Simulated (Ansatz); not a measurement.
# CsBiSe3 (model cell, started as cubic perovskite with Bi in the octahedra): a soft mode frozen in, part 2 of 3

Wanted: the energy along a soft mode of CsBiSe3 (model cell, started as cubic perovskite with Bi in the octahedra) and the structure at the end.

Ansatz 0.2.0; DFT PBE, scalar-relativistic, plane waves, PAW; PAW set soft_1.

So far, highest frequency on the path or at a solved wavevector (cm⁻¹): step 2 (phonons on a q mesh) 146. Also lowest frequency on the path (cm⁻¹): step 2 -58.6.

The structure was built from a prototype and need not be the compound's stable phase.

## (5) Energy along the mode, all amplitudes (two of the runs are shown above)

An imaginary frequency means negative curvature, so the energy should fall and then rise again as anharmonic terms take over.

Numbers from this step:

| Quantity | Value |
| --- | --- |
| depth at the lowest point sampled | 14.88 meV/atom |
| largest atomic shift at that point | 0.32 Å |

Energy from the parent against largest atomic shift:

| largest atomic shift (Å) | energy from the parent (meV/atom) |
| --- | --- |
| 0.000 | 0 |
| 0.040 | -0.31 |
| 0.080 | -1.26 |
| 0.140 | -3.88 |
| 0.220 | -8.95 |
| 0.320 | -14.9 |
| 0.450 | -14.1 |
| 0.600 | 8.43 |

Displacement at unit largest shift by atom:

| atom | x (Å) | y (Å) | z (Å) | size |
| --- | --- | --- | --- | --- |
| Cs1 | 0.00 | 0.00 | 0.00 | 0.00 |
| Cs2 | 0.00 | 0.00 | 0.00 | 0.00 |
| Bi3 | 0.00 | 0.00 | -0.36 | 0.36 |
| Bi4 | 0.00 | 0.00 | 0.36 | 0.36 |
| Se5 | 0.00 | 0.00 | 0.00 | 0.00 |
| Se6 | 0.00 | 0.00 | 0.00 | 0.00 |
| Se7 | 0.00 | 0.00 | 1.00 | 1.00 |
| Se8 | 0.00 | 0.00 | -1.00 | 1.00 |
| Se9 | 0.00 | 0.00 | 1.00 | 1.00 |
| Se10 | 0.00 | 0.00 | -1.00 | 1.00 |

The lowest of the steps tried is at 0.32 Å, 14.9 meV/atom below the parent; the bottom of the well need not coincide with a step.

## (6) Relaxation from the frozen mode

Starting from the lowest point found, all atoms and the cell are let go, so that strain and other modes of the same symmetry can join in.

input.yaml

```yaml
crystal:
  lattice:
    - [5.6457865512, 0.0, 0.0]
    - [0.0, 5.6457865512, 0.0]
    - [0.0, 0.0, 11.2915731025]
  atoms:
    - { symbol: Cs, position: [0.0, 0.0, 0.0] }
    - { symbol: Cs, position: [0.0, 0.0, 0.5] }
    - { symbol: Bi, position: [0.5, 0.5, 0.2399005095] }
    - { symbol: Bi, position: [0.5, 0.5, 0.7600994905] }
    - { symbol: Se, position: [0.5, 0.5, 0.0] }
    - { symbol: Se, position: [0.5, 0.5, 0.5] }
    - { symbol: Se, position: [0.5, 0.0, 0.2783397182] }
    - { symbol: Se, position: [0.5, 0.0, 0.7216602818] }
    - { symbol: Se, position: [0.0, 0.5, 0.2783397182] }
    - { symbol: Se, position: [0.0, 0.5, 0.7216602818] }
kpoints:
  mp_grid: { grid: [6, 6, 4] }
hamiltonian:
  xc: pbe
  pseudopotentials: { kind: paw, azcp: { folder: soft_1 } }
scf:
  occupations: { method: methfessel_paxton, width: 0.2 }
output:
  forces: true
  stress: true
  eigenvalues: true
relax:
  adjacent_minimum: "off"
  f_tol: 0.002
  max_steps: 120
  cell: { stress_tol: 0.03 }
```

Launch:

```
$ ansatz run input.yaml --threads 4 --pin off --max-ram 16384MiB --backend cpu --events-out ev --progress --plain --runs-dir out
```

Numbers of over 12 decimals in the logs are rounded to 6 here.

The program printed:

```text
[...]
Crystal: 10 atoms, lattice volume = 359.918 Å³
Basis set: ecut = 420 eV, 7089 PW (Γ), exchange–correlation on 80×80×160 points (8 copies of the dense FFT grid, shifted against one another)
Bands: 87, of which v1, the nominal top of the filled ones, is band 72 counted from 1 (71 counted from 0)
Symmetry: 16 space group operations
[...]
k-points: 30 of 144
[...]
SCF iter   1: F=—  HF=-68961.026846 eV  |F-HF|=—  |Δ(HF+E_count)|=         —  Δρ=3.01e-2  dr2=9.71e0  ethr=3.10e-3  ⟨swp⟩=7.6  Hψ=10680  notcnv=0
[...]
SCF iter  10: F=-68957.818857 eV  HF=-68957.818857 eV  |F-HF|=8.88e-10  |Δ(HF+E_count)|=   4.45e-8  S|Δr|=    0.00e0  Δρ=1.78e-6  dr2=1.43e-8  ethr=6.94e-11  ⟨swp⟩=13.3  Hψ=14577  notcnv=0
SCF 1 converged in 10 iterations: F = -68957.818857 eV  dr2 = 1.43e-8
[...]
relax step   1: F+E_penalty+E_count = -68957.81885660 eV  Δ(F+E_penalty+E_count) = +0.000e0 eV  max|allowed force component| = 1.274e-1 eV/Å  Δτ_max = 0.0000 Å  P = -0.126 GPa  Ω = 359.918 Å³  (10 SCF iters, dr2 threshold 1.00e-7 eV, accepted)
Crystal: 10 atoms, lattice volume = 358.143 Å³
Basis set: ecut = 420 eV, 7003 PW (Γ), exchange–correlation on 80×80×160 points (8 copies of the dense FFT grid, shifted against one another)
[...]
SCF iter   7: F=-68957.869846 eV  HF=-68957.869846 eV  |F-HF|=1.34e-8  |Δ(HF+E_count)|=   1.78e-6  S|Δr|=    0.00e0  Δρ=5.67e-6  dr2=7.93e-8  ethr=6.94e-10  ⟨swp⟩=5.5  Hψ=12252  notcnv=0
SCF 2 converged in 7 iterations: F = -68957.869846 eV  dr2 = 7.93e-8
relax step   2: F+E_penalty+E_count = -68957.86984572 eV  Δ(F+E_penalty+E_count) = -5.099e-2 eV  max|allowed force component| = 1.810e-1 eV/Å  Δτ_max = 0.0692 Å  P = -0.091 GPa  Ω = 358.143 Å³  energy of the carried Pulay correction = +6.282e-5 eV  (7 SCF iters, dr2 threshold 1.00e-6 eV, accepted)
Crystal: 10 atoms, lattice volume = 353.774 Å³
Basis set: ecut = 420 eV, 6939 PW (Γ), exchange–correlation on 80×80×160 points (8 copies of the dense FFT grid, shifted against one another)
[...]
SCF iter   8: F=-68957.904099 eV  HF=-68957.904099 eV  |F-HF|=4.82e-8  |Δ(HF+E_count)|=   2.24e-7  S|Δr|=    0.00e0  Δρ=8.21e-6  dr2=2.14e-7  ethr=6.94e-10  ⟨swp⟩=8.4  Hψ=12443  notcnv=0
SCF 3 converged in 8 iterations: F = -68957.904099 eV  dr2 = 2.14e-7
relax step   3: F+E_penalty+E_count = -68957.90409864 eV  Δ(F+E_penalty+E_count) = -3.425e-2 eV  max|allowed force component| = 7.094e-2 eV/Å  Δτ_max = 0.1310 Å  P = +0.126 GPa  Ω = 353.774 Å³  energy of the carried Pulay correction = +2.188e-4 eV  (8 SCF iters, dr2 threshold 1.00e-6 eV, accepted)
[...]
relax step   4: F+E_penalty+E_count = -68957.90838601 eV  Δ(F+E_penalty+E_count) = -4.287e-3 eV  max|allowed force component| = 2.546e-2 eV/Å  Δτ_max = 0.0272 Å  P = +0.002 GPa  Ω = 355.408 Å³  energy of the carried Pulay correction = +1.602e-4 eV  (7 SCF iters, dr2 threshold 3.14e-7 eV, accepted)
[...]
relax step   5: F+E_penalty+E_count = -68957.90859771 eV  Δ(F+E_penalty+E_count) = -2.117e-4 eV  max|allowed force component| = 1.532e-3 eV/Å  Δτ_max = 0.0050 Å  P = -0.003 GPa  Ω = 355.398 Å³  energy of the carried Pulay correction = +1.606e-4 eV  (6 SCF iters, dr2 threshold 4.05e-8 eV, accepted)
[...]
SCF iter   8: F=-68957.908447 eV  HF=-68957.908447 eV  |F-HF|=5.82e-11  |Δ(HF+E_count)|=  1.46e-11  S|Δr|=    0.00e0  Δρ=4.23e-8  dr2=2.23e-11  ethr=1.00e-12  ⟨swp⟩=6.1  Hψ=10159  notcnv=0
SCF 6 converged in 8 iterations: F = -68957.908447 eV  dr2 = 2.23e-11
relax step   6: F+E_penalty+E_count = -68957.90844735 eV  Δ(F+E_penalty+E_count) = +1.504e-4 eV  max|allowed force component| = 1.491e-3 eV/Å  Δτ_max = 0.0000 Å  P = -0.003 GPa  Ω = 355.398 Å³  stress off target by 5.25e-3 GPa  SCF on the basis re-selected at this cell (its energy is not comparable with the rows above)  (8 SCF iters)
basis re-selected at this cell: Δ(F+E_penalty+E_count) = +1.504e-4 eV, ΔP = +0.000 GPa vs the last step (what re-selecting the basis moved, of the pressure what is left beyond the Pulay correction that the steps carried, after the strain that the cell walked since its last selection, with what the two solves' SCF thresholds leave and, on support functions, any second-order correction that the steps lacked; it is no m [...]
SCF converged after 8 iterations
[...]
Free energy (F): -68957.908447 eV
[...]
Internal energy: -68957.908300 eV  (E = F + TS)
E sigma→0 (E₀):  -68957.908410 eV
Entropy (-TS):   -0.000147 eV (-0.015 meV/atom)
Fermi energy:    5.331310 eV
[...]
--- Forces (eV/Å), atoms counted from 1 ---
  atom   1  Cs    -0.00000000    -0.00000000     0.00000000
  atom   2  Cs    -0.00000000    -0.00000000     0.00000000
  atom   3  Bi     0.00000000     0.00000000     0.00149112
  atom   4  Bi     0.00000000     0.00000000    -0.00149112
  atom   5  Se    -0.00000000    -0.00000000     0.00000000
  atom   6  Se    -0.00000000    -0.00000000     0.00000000
  atom   7  Se     0.00000000     0.00000000    -0.00069770
  atom   8  Se     0.00000000     0.00000000     0.00069770
  atom   9  Se     0.00000000     0.00000000    -0.00069770
  atom  10  Se     0.00000000     0.00000000     0.00069770
  max |Σ_I F_I| component: 2.39e-18 eV/Å
--- Stress (GPa, compression-positive) ---
       -0.005246       0.000000       0.000000
        0.000000      -0.005246       0.000000
        0.000000       0.000000       0.002391
  P = ⅓ Tr σ = -0.0027 GPa (-0.027 kbar)
--- Band table (eV; the first three rows and the last of 30) ---
  k-point 0: bands = [... 68 lower, 4.8242, 4.8332, 4.8332, 5.1342, 5.1342, 5.6842, 6.8575, 9.2068, ... 11 higher]
  k-point 1: bands = [... 68 lower, 4.7697, 4.8704, 4.8704, 5.1001, 5.1001, 5.4713, 7.6151, 9.3797, ... 11 higher]
  k-point 2: bands = [... 68 lower, 4.7446, 4.8977, 4.8977, 5.0613, 5.0613, 5.3573, 8.5053, 9.6587, ... 11 higher]
  k-point 29: bands = [... 68 lower, 4.9072, 4.9072, 5.5738, 5.6776, 5.7369, 6.1343, 7.1608, 7.1608, ... 11 higher]
--- Relaxed structure (5 steps of the walk, 5 accepted, 1 SCFs on fresh bases) ---
  F+E_penalty+E_count = -68957.90844735 eV   max|allowed force component| = 1.491e-3 eV/Å   (the final SCF, on the basis selected at the relaxed cell)
  cell:  # Å, volume = 355.3980 Å³
    - [5.545079, 0, 0.0]
    - [0, 5.545079, 0.0]
    - [0.0, 0.0, 11.558445]
  atoms:
    - { symbol: Cs, position: [0, 0, 0] }
    - { symbol: Cs, position: [0, 0, 0.5] }
    - { symbol: Bi, position: [0.5, 0.5, 0.238611] }
    - { symbol: Bi, position: [0.5, 0.5, 0.761389] }
    - { symbol: Se, position: [0.5, 0.5, 0] }
    - { symbol: Se, position: [0.5, 0.5, 0.5] }
    - { symbol: Se, position: [0.5, 0, 0.293914] }
    - { symbol: Se, position: [0.5, 0, 0.706086] }
    - { symbol: Se, position: [0, 0.5, 0.293914] }
    - { symbol: Se, position: [0, 0.5, 0.706086] }
```

Elapsed: 1.7 min, on 4 threads of Arm Neoverse V1, shared host; peak memory 1.4 GiB.

The steps of the relaxation:

| step | energy less that of the first step (eV) | largest force component (eV/Å) | pressure (GPa) | volume (Å³) |
| --- | --- | --- | --- | --- |
| 1 | 0.0000 | 0.1274 | -0.13 | 359.92 |
| 2 | -0.0510 | 0.1810 | -0.09 | 358.14 |
| 3 | -0.0852 | 0.0709 | 0.13 | 353.77 |
| 4 | -0.0895 | 0.0255 | 0.00 | 355.41 |
| 5 | -0.0897 | 0.0015 | 0.00 | 355.40 |
| 6* | -0.0896 | 0.0015 | 0.00 | 355.40 |

Relaxation steps marked * repeat the geometry before them on a plane-wave basis chosen anew for their cell, so energy and pressure can jump there.

Forces are held to the 16 operations that the run works with; a distortion that breaks them can't arise in this run.

| conventional cell, symmetrised | before | after | change |
| --- | --- | --- | --- |
| a (Å) | 5.646 | 5.545 | -1.8 % |
| b (Å) | 5.646 | 5.545 | -1.8 % |
| c (Å) | 11.292 | 11.558 | +2.4 % |
| volume (Å³/atom) | 35.99 | 35.54 | -1.3 % |

The atoms that moved most (Å, as changes of fractional coordinates times the final cell):

| atom | dx | dy | dz | length |
| --- | --- | --- | --- | --- |
| Se8 | 0.000 | 0.000 | -0.180 | 0.180 |
| Se10 | 0.000 | 0.000 | -0.180 | 0.180 |
| Se9 | 0.000 | 0.000 | 0.180 | 0.180 |
| Se7 | 0.000 | 0.000 | 0.180 | 0.180 |
| Bi3 | 0.000 | 0.000 | -0.015 | 0.015 |
| Bi4 | 0.000 | 0.000 | 0.015 | 0.015 |

Numbers from this step:

```
pressure        : -0.002701 GPa
volume per atom : 35.54 Å³
```

The distorted start has space group P4/mmm; the relaxation ends in P4/mmm.

## (7) The new phase in its own primitive cell

The relaxed structure is symmetrised, reduced to its primitive cell and relaxed tightly, as its phonons need.

input.yaml, the sections that differ from step 6:

```yaml
crystal:
  lattice:
    - [5.5450791539, 0.0, 0.0]
    - [0.0, 5.5450791539, 0.0]
    - [0.0, 0.0, 11.5584453469]
  atoms:
    - { symbol: Cs, position: [0.0, 0.0, 0.0] }
    - { symbol: Cs, position: [0.0, 0.0, 0.5] }
    - { symbol: Bi, position: [0.5, 0.5, 0.2386107152] }
    - { symbol: Bi, position: [0.5, 0.5, 0.7613892848] }
    - { symbol: Se, position: [0.5, 0.5, 0.0] }
    - { symbol: Se, position: [0.5, 0.5, 0.5] }
    - { symbol: Se, position: [0.5, 0.0, 0.2939135809] }
    - { symbol: Se, position: [0.5, 0.0, 0.7060864191] }
    - { symbol: Se, position: [0.0, 0.5, 0.2939135809] }
    - { symbol: Se, position: [0.0, 0.5, 0.7060864191] }
relax:
  adjacent_minimum: "off"
  f_tol: 0.001
  max_steps: 60
  cell: { stress_tol: 0.01 }
# kpoints, hamiltonian, scf, output: as in step 6
```

The program printed:

```text
[...]
Crystal: 10 atoms, lattice volume = 355.398 Å³
Basis set: ecut = 420 eV, 6979 PW (Γ), exchange–correlation on 80×80×160 points (8 copies of the dense FFT grid, shifted against one another)
Bands: 87, of which v1, the nominal top of the filled ones, is band 72 counted from 1 (71 counted from 0)
Symmetry: 16 space group operations
[...]
k-points: 30 of 144
[...]
- { symbol: Cs, position: [0, 0, 0.5] }
    - { symbol: Bi, position: [0.500000, 0.500000, 0.238618] }
    - { symbol: Bi, position: [0.500000, 0.500000, 0.761382] }
    - { symbol: Se, position: [0.500000, 0.500000, 0] }
    - { symbol: Se, position: [0.500000, 0.500000, 0.5] }
    - { symbol: Se, position: [0.500000, 0, 0.293898] }
    - { symbol: Se, position: [0.500000, 0, 0.706102] }
    - { symbol: Se, position: [0, 0.500000, 0.293898] }
    - { symbol: Se, position: [0, 0.500000, 0.706102] }
[key lines of the parts left out:]
SCF converged after 5 iterations
Free energy (F): -68957.908449 eV
Fermi energy:    5.331909 eV
P = ⅓ Tr σ = -0.0005 GPa (-0.005 kbar)
```

Elapsed: 51 s, on 4 threads; peak memory 1.4 GiB.

Little changed from the start: no atom moved by 0.005 Å and no cell edge by 0.1 %.

Numbers from this step:

```yaml
pressure: -4.66e-4 GPa
```

The largest force component left is 0.20 meV/Å and the pressure is 0.000 GPa, within the tolerances set. The cell now holds 35.54 Å³/atom.

(Part 2 of 3 ends here.)

[Logs are printed without paths, hosts, clocks, repeated set-up lines and the standing remarks that a program may print on its own settings, such as how far it seeks lower states.]

[Hosts, paths, dates, database ids (printed as entryN), source tags and the programs' standing remarks are cut or masked in the printed files.]
